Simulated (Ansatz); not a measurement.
# Zn2GaNiSe4, from a guessed structure to a relaxed one, part 2 of 2

Starting from a made-up structure for Zn2GaNiSe4, the aim is the relaxed cell, its shortest contacts and, where a second run follows, its electronic structure.

Ansatz 0.2.0; DFT, PBEsol, plane-wave PAW, files of the set soft_1, scalar-relativistic, ferromagnetic start, cell and ions relaxed at zero pressure; PAW set soft_1 (the session's first sound run).

So far: The starting structure; Relaxing cell and atoms. The relaxed cell has a = 3.900, c = 39.475 Å (conventional setting).

### 3. Bands of the relaxed cell

With the geometry fixed, one more self-consistent run, with a narrower smearing and the mesh shown in its input, gives the bands, and its pressure, and its forces where symmetry allows any, show how far the geometry depends on these settings.

This step: DFT, PBEsol, plane-wave PAW, files of the set soft_1, scalar-relativistic, no spin, bands and density of states at the relaxed cell; PAW set soft_1 (Ansatz 0.2.0).

input.yaml reads:

```yaml
crystal:
  lattice:
    - [1.9497867337, 1.1257098955, 13.1582928156]
    - [-1.9497867337, 1.1257098955, 13.1582928156]
    - [0.0, -2.2514197911, 13.1582928156]
  atoms:
    - { symbol: Se, position: [0.3148557254, 0.3148557254, 0.3148557254] }
    - { symbol: Se, position: [0.5642514461, 0.5642514461, 0.5642514461] }
    - { symbol: Se, position: [0.8135456337, 0.8135456337, 0.8135456337] }
    - { symbol: Se, position: [0.0545778136, 0.0545778136, 0.0545778136] }
    - { symbol: Ga, position: [0.7501046134, 0.7501046134, 0.7501046134] }
    - { symbol: Zn, position: [0.2540369315, 0.2540369315, 0.2540369315] }
    - { symbol: Zn, position: [0.5037666686, 0.5037666686, 0.5037666686] }
    - { symbol: Ni, position: [0.9959277807, 0.9959277807, 0.9959277807] }
kpoints:
  mp_grid: { grid: [10, 10, 10] }
  band_path:
    path:
      - [[0.0, 0.0, 0.0], [0.5, 0.0, 0.0], [0.5, 0.17154602, -0.17154602]]
      - [[0.82845398, 0.5, 0.17154602], [0.5, 0.5, 0.5], [0.0, 0.0, 0.0], [0.33577301, 0.0, -0.33577301]]
      - [[0.66422699, 0.33577301, 0.0], [0.5, 0.5, 0.0], [0.66422699, 0.66422699, 0.17154602], [0.5, 0.5, 0.5]]
      - [[0.5, 0.0, 0.0], [0.82845398, 0.33577301, 0.33577301]]
    npoints: 8
scf:
  occupations: { method: fermi_dirac, width: 0.03 }
  n_extra_bands: 12
hamiltonian:
  xc: pbesol
  pseudopotentials: { kind: paw, azcp: { folder: soft_1 }, xc_functional: pbe }
output:
  forces: true
  stress: true
  write_bands: true
  dos: { projected: true }
  write_density: true
  write_potential: true
  elf: true
  volumetric_format: npy
```

Launch:

```bash
> ansatz run input.yaml --threads 4 --pin off --max-ram 10240MiB --backend cpu --events-out ev --progress --plain --runs-dir out
```

Numbers of over 12 decimals in the logs are rounded to 6 here.

The log of the run:

```text
[...]
Crystal: 8 atoms, lattice volume = 173.286 Å³
Basis set: ecut = 420 eV, 3409 PW (Γ), FFT grids on a1−a2, a2, −a2+a3, exchange–correlation on 54×180×54 points (8 copies of the dense FFT grid, shifted against one another)
Bands: 72, of which v1, the nominal top of the filled ones, is band 60 counted from 1 (59 counted from 0)
Symmetry: 6 space group operations
[...]
k-points: 116 of 1000 (time reversal used)
[...]
SCF iter   1: F=—  HF=-37818.239740 eV  |F-HF|=—  |Δ(HF+E_count)|=         —  Δρ=1.62e-1  dr2=4.73e1  ethr=3.10e-3  ⟨swp⟩=6.0  Hψ=31281  notcnv=0  defer=10
[...]
SCF iter  13: F=-37810.472433 eV  HF=-37810.472433 eV  |F-HF|=1.61e-8  |Δ(HF+E_count)|=   3.39e-8  Δρ=5.73e-6  dr2=3.42e-8  ethr=8.40e-11  ⟨swp⟩=15.4  Hψ=66622  notcnv=0
SCF 1 converged in 13 iterations: F = -37810.472433 eV  dr2 = 3.42e-8
[...]
NSCF: frozen V_eff on 76 k-points
SCF converged after 13 iterations
Free energy (F): -37810.472433 eV
[...]
Internal energy: -37810.470519 eV  (E = F + TS)
E sigma→0 (E₀):  -37810.471476 eV
Entropy (-TS):   -0.001914 eV (-0.239 meV/atom)
Fermi energy:    8.461132 eV
[...]
--- Forces (eV/Å), atoms counted from 1 ---
  atom   1  Se     0.00000000     0.00000000    -0.01832927
  atom   2  Se     0.00000000     0.00000000    -0.00565939
  atom   3  Se     0.00000000    -0.00000000     0.00351133
  atom   4  Se    -0.00000000    -0.00000000     0.01267440
  atom   5  Ga     0.00000000    -0.00000000     0.00723218
  atom   6  Zn    -0.00000000    -0.00000000     0.00379306
  atom   7  Zn    -0.00000000    -0.00000000     0.00097494
  atom   8  Ni     0.00000000     0.00000000    -0.00424196
  max |Σ_I F_I| component: 4.47e-5 eV/Å
--- Stress (GPa, compression-positive) ---
       -0.051650       0.000000      -0.000000
        0.000000      -0.051650      -0.000000
       -0.000000      -0.000000       0.056032
  P = ⅓ Tr σ = -0.0158 GPa (-0.158 kbar)
--- Band table (eV; the first three rows and the last of 116) ---
  k-point 0: bands = [... 56 lower, 7.3308, 7.6777, 8.8112, 9.5001, 9.7094, 9.7094, 10.4112, 11.5106, ... 8 higher]
  k-point 1: bands = [... 56 lower, 7.3219, 8.1067, 8.8293, 9.3530, 9.5354, 10.0744, 10.9612, 11.5396, ... 8 higher]
  k-point 2: bands = [... 56 lower, 7.2690, 8.2017, 8.3843, 9.1207, 9.2500, 10.5719, 11.0099, 11.5835, ... 8 higher]
  k-point 115: bands = [... 56 lower, 7.3603, 7.6127, 8.8174, 9.7031, 9.7031, 9.7956, 10.3515, 11.6053, ... 8 higher]
```

The job ended after 97 s (4 threads of Arm Neoverse V1, shared host; peak memory 1.4 GiB; 6.4 min of CPU time).

This step gave:

* free energy: -37810.4724 eV
* energy at zero smearing: -37810.4715 eV
* smearing term TS: 0.001914 eV
* Fermi energy: 8.461 eV
* pressure: -0.01576 GPa

bands.tsv at the labelled points (eV, zero at the Fermi level; the bands that come nearest the Fermi level along the path):

| point | band 57 | band 58 | band 59 | band 60 | band 61 | band 62 | band 63 | band 64 |
| --- | --- | --- | --- | --- | --- | --- | --- | --- |
| Γ | -1.13 | -0.78 | 0.35 | 1.04 | 1.25 | 1.25 | 1.95 | 3.05 |
| L | -1.25 | -1.15 | -0.57 | -0.31 | 0.52 | 1.25 | 2.06 | 2.55 |
| B1 | -1.29 | -1.15 | -0.67 | -0.65 | 1.14 | 1.94 | 2.64 | 3.77 |
| B | -1.29 | -1.15 | -0.67 | -0.65 | 1.14 | 1.94 | 2.64 | 3.77 |
| Z | -1.10 | -0.85 | 0.36 | 1.24 | 1.24 | 1.33 | 1.89 | 3.14 |
| Γ | -1.13 | -0.78 | 0.35 | 1.04 | 1.25 | 1.25 | 1.95 | 3.05 |
| X | -1.29 | -1.15 | -0.67 | -0.64 | 1.13 | 1.94 | 2.63 | 3.80 |
| Q | -1.29 | -1.15 | -0.67 | -0.64 | 1.13 | 1.94 | 2.63 | 3.80 |
| F | -1.26 | -1.19 | -0.36 | -0.30 | 0.21 | 1.10 | 1.92 | 2.66 |
| P1 | -1.26 | -1.18 | -0.42 | -0.30 | 0.29 | 1.15 | 1.95 | 2.64 |
| Z | -1.10 | -0.85 | 0.36 | 1.24 | 1.24 | 1.33 | 1.89 | 3.14 |
| L | -1.25 | -1.15 | -0.57 | -0.31 | 0.52 | 1.25 | 2.06 | 2.55 |
| P | -1.26 | -1.18 | -0.42 | -0.30 | 0.29 | 1.15 | 1.95 | 2.64 |

Counts of states for the cell as run, both spins, by energy window (eV from the Fermi level):

```
from  to  total
  -8  -7  20.26
  -7  -6   2.73
  -6  -5   3.89
  -5  -4   4.75
  -4  -3   7.08
  -3  -2   4.53
  -2  -1   5.85
  -1   0   3.93
   0   1   2.10
   1   2   2.29
   2   3   2.81
   3   4   4.45
   4   5   4.93
```

Below -8 eV lie 66.0 more states.

Electrostatic potential energy in the ac plane of the conventional cell at fractional y = 0.000, with atoms of Se and Ga and Zn and Ni within 0.2 Å of it. With pseudopotentials it is smooth inside the atoms' cores, unlike the true potential.

Ten even steps from '_' (-9 eV) to '@' (13 eV), each cell a mean:
```
....::**%%@@@@@@@@@@%%++....
++==..--**##########++::::++
@@@@@@%%%%%%######%%%%@@@@@@
@@@@@@%%%%##****####%%@@@@@@
@@@@@@@@%%%%%%%%%%%%%%@@@@@@
::::==**%%%%######%%##++--::
____::**%%@@@@@@@@%%##==..__
++--__--##%%%%%%%%%%**....==
%%%%%%@@@@%%%%%%%%%%@@@@%%%%
@@@@@@%%####******##%%%%@@@@
@@@@@@%%%%%%####%%%%%%@@@@@@
::::--**##############++--::
____::++%%%%@@@@@@%%##==..__
++--__--##%%%%%%%%%%**....==
%%%%%%@@@@%%%%%%%%%%@@@@%%%%
@@@@@@@@%%####**##%%@@@@@@@@
@@@@@@@@@@%%%%%%%%%%@@@@@@@@
####**++############**++**##
++++++**##%%@@@@@@%%##++++++
++--__--##%%%%%%%%##**..__==
%%%%%%%%%%%%%%%%%%%%%%%%%%%%
@@@@@@@@%%####**##%%%%@@@@@@
@@@@@@@@@@%%%%%%%%%%@@@@@@@@
++==::++%%%%######%%##--::++
```
Columns run along a (3.9 Å; values clipped at the 3rd and 97th percentile), rows up along c (39.5 Å), edges of the conventional cell, whose origin can differ from the input's. Atoms in or near the plane, at fractional coordinates: Se at (0.00, 0.69), Se at (0.00, 0.44), Se at (0.00, 0.19), Se at (0.00, 0.95), Ga at (0.00, 0.25), Zn at (0.00, 0.75), Zn at (0.00, 0.50), Ni at (0.00, 0.00).

ELF in the ac plane of the conventional cell at fractional y = 0.000, with atoms of Se and Ga and Zn and Ni within 0.2 Å of it. It is the smooth field of the valence electrons, not physical close to the nuclei.

Ten even steps from '0' (0.02) to '9' (0.75), each cell a mean:
```
66543211124556
57997422368986
11122333332111
00135788764200
00012233321000
11135788864211
33332211123333
57997321258986
33322333332233
00135788764200
00012333322100
11135788864211
33332211123333
57998421269986
33322222222233
00135666654200
00012334332100
11245777765321
44543210124554
57998421269986
33322233222233
00135788764200
00012223221100
65224677753235
```
Columns run along a (3.9 Å), rows up along c (39.5 Å), edges of the conventional cell, whose origin can differ from the input's. Atoms in or near the plane, at fractional coordinates: Se at (0.00, 0.69), Se at (0.00, 0.44), Se at (0.00, 0.19), Se at (0.00, 0.95), Ga at (0.00, 0.25), Zn at (0.00, 0.75), Zn at (0.00, 0.50), Ni at (0.00, 0.00).

Valence density in the ac plane of the conventional cell at fractional y = 0.000, with atoms of Se and Ga and Zn and Ni within 0.2 Å of it. It is the smooth field of the valence electrons, not physical close to the nuclei.

Values in e/Å³, 24 rows by 14 columns, each cell a mean:
```
 4  2  1  0  0  0  0  0  0  0  0  0  1  3
18  7  1  1  0  0  0  0  0  0  0  1  3 12
 0  0  0  0  0  0  0  0  0  0  0  0  0  0
 0  0  0  0  0  0  0  0  0  0  0  0  0  0
 0  0  0  0  0  0  0  0  0  0  0  0  0  0
 5  2  1  0  0  0  0  0  0  0  0  0  1  4
 9  4  1  0  0  0  0  0  0  0  0  0  2  6
19  7  1  1  0  0  0  0  0  0  0  1  3 12
 0  0  0  0  0  0  0  0  0  0  0  0  0  0
 0  0  0  0  0  0  0  0  0  0  0  0  0  0
 0  0  0  0  0  0  0  0  0  0  0  0  0  0
 6  2  1  0  0  0  0  0  0  0  0  0  1  4
 9  4  1  0  0  0  0  0  0  0  0  0  2  6
19  7  1  1  0  0  0  0  0  0  0  1  3 12
 0  0  0  0  0  0  0  0  0  0  0  0  0  0
 0  0  0  0  0  0  0  0  0  0  0  0  0  0
 0  0  0  0  0  0  0  0  0  0  0  0  0  0
10  4  1  0  0  0  0  0  0  0  0  0  2  6
 6  3  1  0  0  0  0  0  0  0  0  0  1  4
19  7  1  1  0  0  0  0  0  0  0  1  3 12
 0  0  0  0  0  0  0  0  0  0  0  0  0  0
 0  0  0  0  0  0  0  0  0  0  0  0  0  0
 0  0  0  0  0  0  0  0  0  0  0  0  0  0
18  8  2  0  0  0  0  0  0  0  0  1  3 12
```
Columns run along a (3.9 Å), rows up along c (39.5 Å), edges of the conventional cell, whose origin can differ from the input's. Atoms in or near the plane, at fractional coordinates: Se at (0.00, 0.69), Se at (0.00, 0.44), Se at (0.00, 0.19), Se at (0.00, 0.95), Ga at (0.00, 0.25), Zn at (0.00, 0.75), Zn at (0.00, 0.50), Ni at (0.00, 0.00).

### 4. Summary of results

```json
{"space group, relaxed": "R3m", "conventional cell": "a = 3.900, b = 3.900, c = 39.475 Å; α = 90.0°, β = 90.0°, γ = 120.0°", "volume per atom": "21.66 Å³ (guess 23.13)", "total moment": "0.00 μB in the cell of 8 atoms"}
```

What this shows: Zn2GaNiSe4 relaxes to R3m with a = 3.900, b = 3.900 and c = 39.475 Å. The guessed volume was 7 % too large. The space group R3m was held in the relaxation, so the end point is a stationary structure within it and may be a saddle against distortions or other arrangements. The moments died out from this one start and weren't seeded again at the relaxed cell. Bands cross the Fermi level, so it is a metal or semimetal at this level. The electron count is odd, which forces that without spin polarisation or a larger cell. On the 10×10×10 mesh with the narrower smearing (relaxed on 8×8×8) the largest force component is 0.018 eV/Å and the largest stress component is 0.056 GPa, against the relaxation's thresholds of 0.015 eV/Å and 0.05 GPa. The cutoff wasn't tested. No dispersion term is used, so weakly bound directions may come out too long. Nothing here tests whether the compound is stable against decomposition.

[Logs are printed without paths, hosts, clocks, repeated set-up lines and the standing remarks that a program may print on its own settings, such as how far it seeks lower states.]

[Hosts, paths, dates, database ids (printed as entryN), source tags and the programs' standing remarks are cut or masked in the printed files.]
